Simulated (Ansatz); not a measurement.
# Ti (model cell, started as body-centred cubic): a soft mode frozen in, part 3 of 3

Wanted: the energy along a soft mode of Ti (model cell, started as body-centred cubic) and the structure at the end.

Ansatz 0.2.0; DFT LDA, scalar-relativistic, plane waves, PAW; PAW set soft_1.

So far. Step 5 (Energy along the mode, all amplitudes (two of the runs …): The lowest step is at 0.22 Å, 10.9 meV/atom below the parent, and the energy rises beyond it. Step 7 (The new phase in its own primitive cell): The largest force component left is 0.69 meV/Å and the pressure is 0.003 GPa, within the tolerances set. The cell now holds 15.91 Å³/atom.

This is not the structure that Ti takes at ambient pressure (hexagonal, No. 194); it is a model or a phase of other conditions.

## Step 8: Modes of the new phase, k-mesh 14×8×6

A relaxed structure may still be a saddle point, so its zone-centre modes are computed. No field response is asked, since the mesh shows no gap.

Input file input.yaml:

```yaml
crystal:
  lattice:
    - [2.7895243394, 6.7191e-05, -0.000126079]
    - [1.0840985243, 5.1885108491, 0.0003738062]
    - [0.8985928527, 1.3977384543, 6.5975595448]
  atoms:
    - { symbol: Ti, position: [0.0, 0.0, 0.0] }
    - { symbol: Ti, position: [0.1782140205, 0.1842300066, 0.337596403] }
    - { symbol: Ti, position: [0.5, 0.5, 0.0] }
    - { symbol: Ti, position: [0.4893158791, 0.3239415898, 0.6680142358] }
    - { symbol: Ti, position: [0.5106841209, 0.6760584102, 0.3319857642] }
    - { symbol: Ti, position: [0.8217859795, 0.8157699934, 0.662403597] }
kpoints:
  mp_grid: { grid: [14, 8, 6] }
hamiltonian:
  xc: lda
  pseudopotentials: { kind: paw, azcp: { folder: soft_1 }, xc_functional: pbe }
scf:
  occupations: { method: methfessel_paxton, width: 0.2 }
output:
  eigenvalues: true
phonons:
  method: dfpt
```

The run is started by

```console
ansatz run input.yaml --threads 8 --pin off --max-ram 16384MiB --backend cpu --events-out ev --progress --plain --runs-dir out
```

Standard output:

```text
[...]
Crystal: 6 atoms, lattice volume = 95.488 Å³
Basis set: ecut = 420 eV, 1871 PW (Γ), exchange–correlation on 40×72×96 points (8 copies of the dense FFT grid, shifted against one another)
Bands: 44, of which v1, the nominal top of the filled ones, is band 36 counted from 1 (35 counted from 0)
Symmetry: 2 space group operations
k-points: 340 of 672 (irreducible under 1 space group operation, time reversal used)
[...]
SCF iter   1: F=—  HF=-14702.650213 eV  |F-HF|=—  |Δ(HF+E_count)|=         —  Δρ=5.83e-2  dr2=3.54e0  ethr=3.10e-3  ⟨swp⟩=5.4  Hψ=51422  notcnv=0
[...]
SCF iter  11: F=-14701.531759 eV  HF=-14701.531759 eV  |F-HF|=0.00e0  |Δ(HF+E_count)|=  3.64e-12  S|Δr|=    0.00e0  Δρ=3.41e-8  dr2=1.28e-12  ethr=1.00e-12  ⟨swp⟩=6.0  Hψ=58649  notcnv=0
SCF 1 converged in 11 iterations: F = -14701.531759 eV  dr2 = 1.28e-12
[...]
DFPT response loops at Γ: preconditioner auto → Kerker (q_TF=auto, 2.603 Å⁻¹) (partly filled bands, converged f_vac=0.000); β = 1.00, the filter's whole step (`scf.mixing.beta` (0.50) is not read by the response loops under this deck's `scf.mixing.preconditioner`; to damp them name `kerker` or `kerker_dos`, under which they read `scf.mixing.beta`, and type it under 1.00, their step now; both keys bind the ground state too); Broyden in place of MSR1
SCF converged after 11 iterations
[...]
Free energy (F): -14701.531759 eV
[...]
Internal energy: -14701.535616 eV  (E = F + TS)
E sigma→0 (E₀):  -14701.532723 eV
Entropy (-TS):   0.003857 eV (0.643 meV/atom)
Fermi energy:    14.160330 eV
[...]
--- Band table (eV; the first three rows and the last of 340) ---
  k-point 0: bands = [... 32 lower, 13.8211, 13.8497, 14.1298, 14.3549, 14.5748, 14.7383, 14.8609, 15.0049, ... 4 higher]
  k-point 1: bands = [... 32 lower, 13.6562, 13.9239, 14.0632, 14.4481, 14.6477, 14.9389, 15.0297, 15.1536, ... 4 higher]
  k-point 2: bands = [... 32 lower, 13.5549, 13.8202, 14.3128, 14.4507, 14.8009, 14.8305, 14.8828, 15.3031, ... 4 higher]
  k-point 339: bands = [... 32 lower, 13.4666, 13.7376, 13.8856, 14.0122, 14.2760, 14.3066, 14.5203, 14.7479, ... 4 higher]
--- Phonons (Γ-DFPT): 12 representative perturbations + reference, on 340 of 672 k-points (Σ response iterations 43) ---
  k mesh reduced under 1 symmetry operation, with k and −k counted as one. Each operation leaves every solved perturbation unchanged. A smaller set is not used because it would not reduce the number of displacements times k-points to solve
  ASR residual: 1.292e-4 → 0.000e0 eV/Å²; symmetrization residual: 1.113e-5 eV/Å²
  ASR residual per site (eV/Å²): 1.29e-4 3.99e-5 1.79e-5 2.14e-5 2.14e-5 3.99e-5
  Γ frequencies (cm⁻¹): -136.56 0.00 0.00 0.00 17.90 90.14 110.86 120.64 141.19 143.81 151.31 156.30 158.71 168.14 204.91 215.77 225.15 232.05
  non-analytic LO–TO correction: not included (Born effective charges unavailable; polar crystals: no LO–TO splitting at Γ)
```

The job ended after 1.8 min (8 threads of AMD EPYC 9B45 (Zen 5), shared host; peak memory 5 GiB).

Read from the output:

```yaml
sum_rule_residual_before_enforcement: 1.29e-4 eV/Å²
point_group: -1
highest_optical_mode_at_the_zone_centre_no_lo_to_term: 232.1 cm⁻¹
lowest_optical_zone_centre_mode: -136.6 cm⁻¹
```

Patterns of degenerate modes are one choice out of their space. Modes at Γ (negative means imaginary):

| mode | frequency (cm⁻¹) | symmetry |
| --- | --- | --- |
| 1 | -136.6 | Au |
| 2 | 0.0 | acoustic |
| 3 | 0.0 | acoustic |
| 4 | 0.0 | acoustic |
| 5 | 17.9 | Au |
| 6 | 90.1 | Ag |
| 7 | 110.9 | Au |
| 8 | 120.6 | Ag |
| 9 | 141.2 | Ag |
| 10 | 143.8 | Au |
| 11 | 151.3 | Au |
| 12 | 156.3 | Ag |
| 13 | 158.7 | Au |
| 14 | 168.1 | Au |
| 15 | 204.9 | Ag |
| 16 | 215.8 | Au |
| 17 | 225.2 | Au |
| 18 | 232.1 | Ag |

Displacements in mode 1 (-136.6 cm⁻¹), the largest set to 1:
```
Ti1 -0.32 -0.07 -0.16
Ti2 -0.10 -0.07 -0.14
Ti3  1.00  0.27  0.25
Ti4 -0.24 -0.04  0.09
Ti5 -0.24 -0.04  0.09
Ti6 -0.10 -0.07 -0.14
```

Displacements in mode 7 (110.9 cm⁻¹), the largest set to 1:
```
Ti1  0.46  1.00 -0.82
Ti2 -0.08 -0.46  0.04
Ti3 -0.33  0.47  0.81
Ti4  0.02 -0.27 -0.03
Ti5  0.02 -0.27 -0.03
Ti6 -0.08 -0.46  0.04
```

Before it was imposed, the acoustic sum rule was missed by 1.3e-4 eV/Å². Small misses are needed for a sound result but don't prove that mesh and cutoff are converged. The lowest optical mode is imaginary, 136.6i cm⁻¹, so the energy falls along it.

## Step 9: The phases reached

The phases reached along the modes that were followed are set side by side.

Energies are those of the first relaxation, on the mesh of the frozen mode; space group, volume and gap are those of the last relaxation. Phases, by row:

| mode frozen in | space group | energy from parent (meV/atom) | volume (Å³/atom) | gap on mesh (eV) | lowest zone-centre optical mode (cm⁻¹) | largest shift (Å) |
| --- | --- | --- | --- | --- | --- | --- |
| parent | Im-3m | 0 | 15.84 | 0 | – | – |
| q = (0, 0, -0.5), 155i cm⁻¹ | P6_3/mmc | -88.34 | 16.1 | 0 | 114.4 | 0.413 |
| q = (0, 0.167, 0.333), 118i cm⁻¹ | P-1 | -35.98 | 15.91 | 0 | -136.6 | 0.429 |

## Step 10: Outcome

- unstable mode of the parent: q = (0, 0.167, 0.333), 118i cm⁻¹
- depth at the lowest point sampled: 10.9 meV/atom
- largest atomic shift at that point: 0.22 Å
- space group reached: P-1
- energy gained over the parent (first relaxation, on the mesh of the frozen mode): 36.0 meV/atom
- volume per atom, phase reached: 15.9 Å³
- lowest optical zone-centre mode, phase reached: -137 cm⁻¹
- highest optical mode at the zone centre (no LO-TO term), phase reached: 232 cm⁻¹

**Reading.** Along this mode the structure falls into P-1, 36.0 meV/atom below the parent. At the parent's cell the well is 10.87 meV/atom deep on the steps tried, with its lowest point at a shift of 0.22 Å. Relaxing atoms and cell changes the gain by +25.10 meV/atom against the lowest step (energies at zero smearing). Most of the total comes from this relaxation. The new phase still has an imaginary mode at the zone centre of its cell, so it is a saddle point on the way to a lower structure. Of the 2 patterns followed from this parent, this one ends 52.4 meV/atom above the lowest, P6_3/mmc. Each path keeps the symmetry of its pattern, so a lower phase may lie along a pattern not tried. With no gap, or one that is small against the smearing, the frequencies hang on the k mesh and the smearing, most of all near Kohn anomalies. The PAW files were made for PBE and serve the other functionals too. The starting cell was built on a prototype and not taken from a measurement, so the phase need not exist.

[Long decimals in the printed logs are rounded to 6 places.]

[Logs are printed without paths, hosts, clocks, repeated set-up lines and the standing remarks that a program may print on its own settings, such as how far it seeks lower states.]

[Hosts, paths, dates, database ids (printed as entryN), source tags and the programs' standing remarks are cut or masked in the printed files.]

[Where the starting crystal was built by hand or by swapping elements, it need not be the compound's stable phase.]
